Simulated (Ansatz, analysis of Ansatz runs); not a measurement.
**Na3BrO (Pm-3m), V_Na hop (3.2 Å): does the barrier depend on the cell? (q = −1)**

How far must a hopping Na in Na3BrO (Pm-3m) stand from its periodic copies before the barrier settles? The case: V_Na hop (3.2 Å), charge −1; the series starts with a cell of 20 host atoms with 1 Na taken out.

Method: plane-wave PAW DFT, PBEsol; nudged elastic band between two relaxed defect structures at fixed charge in a uniform background, in Ansatz 0.2.0.

### 1. The starting structure

The cell holds 19 atoms: 11 Na, 4 Br and 4 O. Cell: a = 7.867 Å, b = 7.867 Å, c = 7.867 Å, α = 109.5°, β = 109.5°, γ = 109.5°. It derives from Na3BrO (space group Pm-3m). Nearest the centre at fractional (0.625, 0.875, 0.000): Na6 at 1.45 Å, O18 at 1.68 Å, Na10 at 2.66 Å, Na9 at 2.67 Å, Br12 at 2.81 Å, Br15 at 2.82 Å, Na7 at 3.44 Å, Na4 at 3.48 Å. The cell carries charge −1.

The cell's shortest repeat is 7.9 Å.

### 2. The band in the smallest cell

In each cell both ends are relaxed first and a climbing-image band joins them. Strain fields of neighbouring copies, and their charges if any, can act otherwise on the top of the path than on its ends, so the barrier may drift with size.

File qm1_c20k1s.neb/input.yaml:

```yaml
crystal:
  lattice:
    - [-4.54203299, 4.54203299, 4.54203299]
    - [4.54203299, -4.54203299, 4.54203299]
    - [4.54203299, 4.54203299, -4.54203299]
  atoms:
    - { symbol: Na, position: [-0.00013673, 0.24868942, 0.74938528] }
    - { symbol: Na, position: [-0.00052296, 0.74807756, 0.24960537] }
    - { symbol: Na, position: [0.50019625, 0.24875006, 0.24965278] }
    - { symbol: Na, position: [0.25632713, -0.01822426, 0.73947538] }
    - { symbol: Na, position: [0.25632789, 0.5150912, 0.27279715] }
    - { symbol: Na, position: [0.74301582, -0.0185523, 0.22602931] }
    - { symbol: Na, position: [0.74301483, 0.51519595, 0.759774] }
    - { symbol: Na, position: [0.25625389, 0.27147349, 0.51594273] }
    - { symbol: Na, position: [0.25625445, 0.73849451, -0.01703147] }
    - { symbol: Na, position: [0.74309414, 0.22474072, -0.01751698] }
    - { symbol: Na, position: [0.74310541, 0.75878834, 0.51652688] }
    - { symbol: Br, position: [0.00424529, 0.00063944, 0.00181181] }
    - { symbol: Br, position: [-0.00465194, 0.49621629, 0.49737251] }
    - { symbol: Br, position: [0.49963371, 0.0006217, 0.49723426] }
    - { symbol: Br, position: [0.49959066, 0.49613573, 0.00165337] }
    - { symbol: O, position: [-0.00034293, -0.00164206, 0.49950282] }
    - { symbol: O, position: [-0.00034425, 0.49836056, -0.00048345] }
    - { symbol: O, position: [0.49974884, 0.01030969, 0.01140716] }
    - { symbol: O, position: [0.49974594, 0.48655891, 0.48764382] }
total_charge: -1
basis:
  ecutwfc: 420
  xc_grid: 2
hamiltonian:
  xc: pbesol
kpoints:
  mp_grid: { grid: [1, 1, 1], shift: [0.25, 0.25, 0.25] }
scf:
  occupations: { method: fixed }
  max_iter: 100
output:
  forces: true
neb:
  images: 3
  f_tol: 0.04
  climbing: true
  initial_path: idpp
  max_iterations: 45
  order_check: false
  final_atoms:
    - { symbol: Na, position: [-0.00896871, 0.2454572, 0.73783141] }
    - { symbol: Na, position: [-0.00973684, 0.75858839, 0.25034105] }
    - { symbol: Na, position: [0.52380684, 0.2454378, 0.27061834] }
    - { symbol: Na, position: [0.25737678, 0.00158446, 0.76033909] }
    - { symbol: Na, position: [0.25736979, 0.50242912, 0.26118866] }
    - { symbol: Na, position: [0.52433123, -0.24141942, -0.21559105] }
    - { symbol: Na, position: [0.75732358, 0.50164079, 0.76044862] }
    - { symbol: Na, position: [0.23402708, 0.2453956, 0.494041] }
    - { symbol: Na, position: [0.28066593, 0.75870163, 0.02758266] }
    - { symbol: Na, position: [0.76748204, 0.24538609, 0.02751439] }
    - { symbol: Na, position: [0.74725889, 0.75869398, 0.4941821] }
    - { symbol: Br, position: [0.01003775, 0.00203466, 0.00806955] }
    - { symbol: Br, position: [0.00994649, 0.50717046, 0.51338995] }
    - { symbol: Br, position: [0.50481768, 0.00204892, 0.51339771] }
    - { symbol: Br, position: [0.50462292, 0.49665471, 0.00809633] }
    - { symbol: O, position: [0.01926394, 0.00196567, 0.52265693] }
    - { symbol: O, position: [0.00734781, 0.50206312, 0.0108366] }
    - { symbol: O, position: [0.49543228, 0.0019681, -0.00116926] }
    - { symbol: O, position: [0.50734877, 0.50203068, 0.51081608] }
```

Started as:

```bash
ansatz run input.yaml --threads 8 --pin off --max-ram 14131MiB --backend cpu --events-out ev --progress --plain --runs-dir out
```

Numbers of over 12 decimals in the logs are rounded to 6 here.

Output:

```text
[... repeated set-up lines and file paths are left out, and long positions are rounded to six places ...]
Warning: neb: disabling space-group detection — the band's intermediate images generally break the endpoint symmetry, so the full k-mesh is solved, and no spatial operation symmetrises the density, except that a semilocal band can use its path's symmetry [...]
Engine: ansatz 0.2.0, aarch64-unknown-linux-gnu
Pseudopotentials: kind: paw
Pseudopotential: Na, paw, valence charge 9, recommended cutoff 420 eV (normal), Na.paw.azcp
Pseudopotential: Br, paw, valence charge 7, recommended cutoff 420 eV (normal), Br.paw.azcp
Pseudopotential: O, paw, valence charge 6, recommended cutoff 420 eV (normal), O.paw.azcp
Functional definition: PBEsol
  exchange = pbesol_x
  correlation = pbesol_c
parallel-image band execution: 3 concurrent image workers
NEB image 0
Crystal: 19 atoms, lattice volume = 374.810 Å³
Basis set: ecut = 420 eV, 7395 PW (Γ), exchange–correlation on 108×108×108 points (8 copies of the dense FFT grid, shifted against one another)
Bands: 95, of which v1, the nominal top of the filled ones, is band 76 counted from 1 (75 counted from 0)
Symmetry: 1 space group operations
k-points: 1
Non-local potential: Na, projectors of the file, l = 0: 3, l = 1: 2, l = 2: 1
Non-local potential: Br, projectors of the file, l = 0: 2, l = 1: 2, l = 2: 2
Non-local potential: O, projectors of the file, l = 0: 2, l = 1: 2, l = 2: 1
PAW form: soft (Blöchl's): semilocal exchange-correlation on the pseudo side does not see the compensation charge
PAW frozen core: Na, regenerated for the run's functional, and the local potential with it (the file was generated under x = pbe(κ = 0.804, μ = 0.219515), c = pbe(β = 0.066725))
PAW frozen core: Br, regenerated for the run's functional, and the local potential with it (the file was generated under x = pbe(κ = 0.804, μ = 0.219515), c = pbe(β = 0.066725))
PAW frozen core: O, regenerated for the run's functional, and the local potential with it (the file was generated under x = pbe(κ = 0.804, μ = 0.219515), c = pbe(β = 0.066725))
PAW one-centre angular grid: Na, 110 points (default); XC on 64 Gauss nodes
PAW one-centre angular grid: Br, 110 points (default); XC on 64 Gauss nodes
PAW one-centre angular grid: O, 110 points (default); XC on 64 Gauss nodes
Initial density: superposition of atomic densities (neutral atoms scaled as one to the charged cell's electrons: chi_scale 0, normalization atom), corrected by the library's trained network
Initial wavefunctions: pseudopotential atomic-orbital guess
Functional: x = pbesol(κ = 0.804, μ = 0.123457), c = pbesol(β = 0.046)
SCF iter   1: F=—  HF=-29435.977578 eV  |F-HF|=—  |Δ(HF+E_count)|=         —  Δρ=1.89e-2  dr2=9.14e-1  ethr=1.77e-3  ⟨swp⟩=5.0  Hψ=324  notcnv=0  defer=15
[...]
E_ewald      = -8849.099197
  E_core_change = 1.111864  (= ΣΔE_core)
  E_smearing   = -0.000000  (= −TS)
  E_closure    = 0.000000  (closes the sum)
  E_deformation_potential = -10.793027  (in the stress; not in F)
  Σ components = -29435.065403   (vs F -29435.065403, Δ=0.00e0)
--- Forces (eV/Å), atoms counted from 1 ---
  atom   1  Na     0.00730350     0.00784149     0.00818772
  atom   2  Na    -0.00671038     0.01928096    -0.00824733
  atom   3  Na    -0.01044873    -0.00140616     0.00288362
  atom   4  Na     0.00168598     0.01026147     0.00318717
  atom   5  Na    -0.00836083    -0.00726147     0.00840399
  atom   6  Na     0.00702688    -0.00700886    -0.01169142
  atom   7  Na    -0.01887182     0.00692892    -0.00848566
  atom   8  Na     0.01421020     0.00609817    -0.00798473
[...]
atom  16  O     -0.01231765    -0.01660019     0.00800190
  atom  17  O      0.00828216    -0.00826175    -0.01226424
  atom  18  O     -0.00922869     0.00962619     0.00190957
  atom  19  O      0.01597376     0.01254867     0.00811041
  max |Σ_I F_I| component: 5.56e-5 eV/Å
--- Band table (eV) ---
  k-point 0: bands = ["-47.2839", "-47.0216", "-47.0150", "-47.0124", [... 87 left out ...] "9.8451", "10.1278", "10.1370", "10.2929"]
this run last wrote the band of iteration 4 to <dir>
--- NEB band (5 images, 4 band iterations, 119 SCF iterations) ---
  forward barrier  = 0.486876 eV
  backward barrier = 0.486767 eV
  climbing image's point = of an order that was not read
  energies are F+E_penalty+E_count in eV, relative to image 0
  image     s (Å)  Δ vs image 0  max|band force component| (eV/Å)
      0    0.0000      0.000000                                 —
      1    0.7768      0.229761                          2.829e-2
  *   2    1.5538      0.486876                          1.927e-2
      3    2.3296      0.230477                          2.799e-2
      4    3.1052      0.000109                                 —
  climbing-image geometry (image 2):
  cell:  # Å, volume = 374.8097 Å³
    - [-4.54203299, 4.54203299, 4.54203299]
    - [4.54203299, -4.54203299, 4.54203299]
    - [4.54203299, 4.54203299, -4.54203299]
  atoms:
    - { symbol: Na, position: [-0.011293, 0.243984, 0.734199] }
    - { symbol: Na, position: [0.004094, 0.754066, 0.259443] }
    - { symbol: Na, position: [0.519467, 0.250343, 0.270779] }
    - { symbol: Na, position: [0.253762, -0.015480, 0.739412] }
    - { symbol: Na, position: [0.259581, 0.514985, 0.276210] }
    - { symbol: Na, position: [0.654660, -0.150666, 0.005178] }
    - { symbol: Na, position: [0.749868, 0.499769, 0.750750] }
    - { symbol: Na, position: [0.241817, 0.260753, 0.504008] }
    - { symbol: Na, position: [0.253007, 0.756243, 0.005221] }
    - { symbol: Na, position: [0.747902, 0.250074, 0.005067] }
    - { symbol: Na, position: [0.742894, 0.761953, 0.506279] }
    - { symbol: Br, position: [0.023413, 0.009957, 0.005137] }
    - { symbol: Br, position: [0.000856, 0.503300, 0.506007] }
    - { symbol: Br, position: [0.500006, 0.002483, 0.504290] }
    - { symbol: Br, position: [0.494153, 0.480499, 0.005139] }
    - { symbol: O, position: [0.008870, -0.002593, 0.508058] }
    - { symbol: O, position: [0.002284, 0.501667, 0.005146] }
    - { symbol: O, position: [0.490867, 0.012914, 0.005133] }
    - { symbol: O, position: [0.505944, 0.494525, 0.502231] }
[key lines of the parts left out:]
SCF converged after 7 iterations
Free energy (F): -29435.065403 eV
Fermi energy:    3.309330 eV
```

Wall time 11 s (8 threads of Arm Neoverse V2, shared host); peak memory 1.1 GiB; 69 s of CPU time.

Reading the cycles: dr2 is the Hartree energy of the density residual (eV), the measure of convergence; HF is the Harris–Foulkes estimate of the energy, which meets the free energy F at convergence.

Images along the path:

| image | path (Å) | energy (eV) | Na6: x, y, z (Å) |
| --- | --- | --- | --- |
| 0 | 0.000 | 0.0000 | -2.432, 4.486, 2.264 |
| 1 | 0.777 | 0.2298 | -3.068, 4.181, 2.268 |
| 2 | 1.554 | 0.4869 | -3.634, 3.681, 2.266 |
| 3 | 2.330 | 0.2305 | -4.143, 3.125, 2.268 |
| 4 | 3.105 | 0.0001 | -4.457, 2.499, 2.264 |

### 3. The series

The other cells are run alike, on 8 threads of Arm Neoverse V2, shared host.

| host atoms | shortest repeat (Å) | k-points | forward (eV) | backward (eV) | hop length (Å) | iterations | time of the band | peak memory (GiB) |
| --- | --- | --- | --- | --- | --- | --- | --- | --- |
| 20 | 7.9 | one point at (¼, ¼, ¼) | 0.487 | 0.487 | 2.84 | 4 | 11 s | 1.1 |
| 40 | 9.1 | one point at (¼, ¼, ¼) | 0.411 | 0.411 | 2.91 | 5 | 54 s | 2.6 |
| 80 | 12.8 | one point at (¼, ¼, ¼) | 0.403 | 0.403 | 2.92 | 5 | 4.7 min | 8.3 |

Energies along each band (eV from the start):

| host atoms | k-points | energies |
| --- | --- | --- |
| 20 | one point at (¼, ¼, ¼) | 0.000, 0.230, 0.487, 0.230, 0.000 |
| 40 | one point at (¼, ¼, ¼) | 0.000, 0.179, 0.411, 0.179, 0.000 |
| 80 | one point at (¼, ¼, ¼) | 0.000, 0.177, 0.403, 0.179, 0.000 |

### 4. Summary of results

| Item | Value |
| --- | --- |
| barrier, 20 atoms, one point at (¼, ¼, ¼) | 0.487 eV |
| barrier, 40 atoms, one point at (¼, ¼, ¼) | 0.411 eV |
| barrier, 80 atoms, one point at (¼, ¼, ¼) | 0.403 eV |

**Reading.** The largest cell gives a barrier of 0.40 eV and the first set-up 0.49 eV; over the series the values spread by 0.08 eV. The last two differ by 0.008 eV, and the values run one way, so the series seems to settle. From 40 atoms on it stays within 0.05 eV of the last value, at 19 % of the last band's time. One k-point samples cells of unlike shape differently, so the spread mixes size with sampling. The time of one iteration grows about as the number of atoms to the power 2.2, on shared hosts. No image-charge correction is applied. The order of the top as a saddle was not checked for all atoms, so a bent path could be lower. What this leaves open: one k-point off the zone centre stands for the whole zone.

[Logs are printed without paths, hosts, clocks, repeated set-up lines and the standing remarks that a program may print on its own settings, such as how far it seeks lower states.]

[Hosts, paths, dates, database ids (printed as entryN), source tags and the programs' standing remarks are cut or masked in the printed files.]
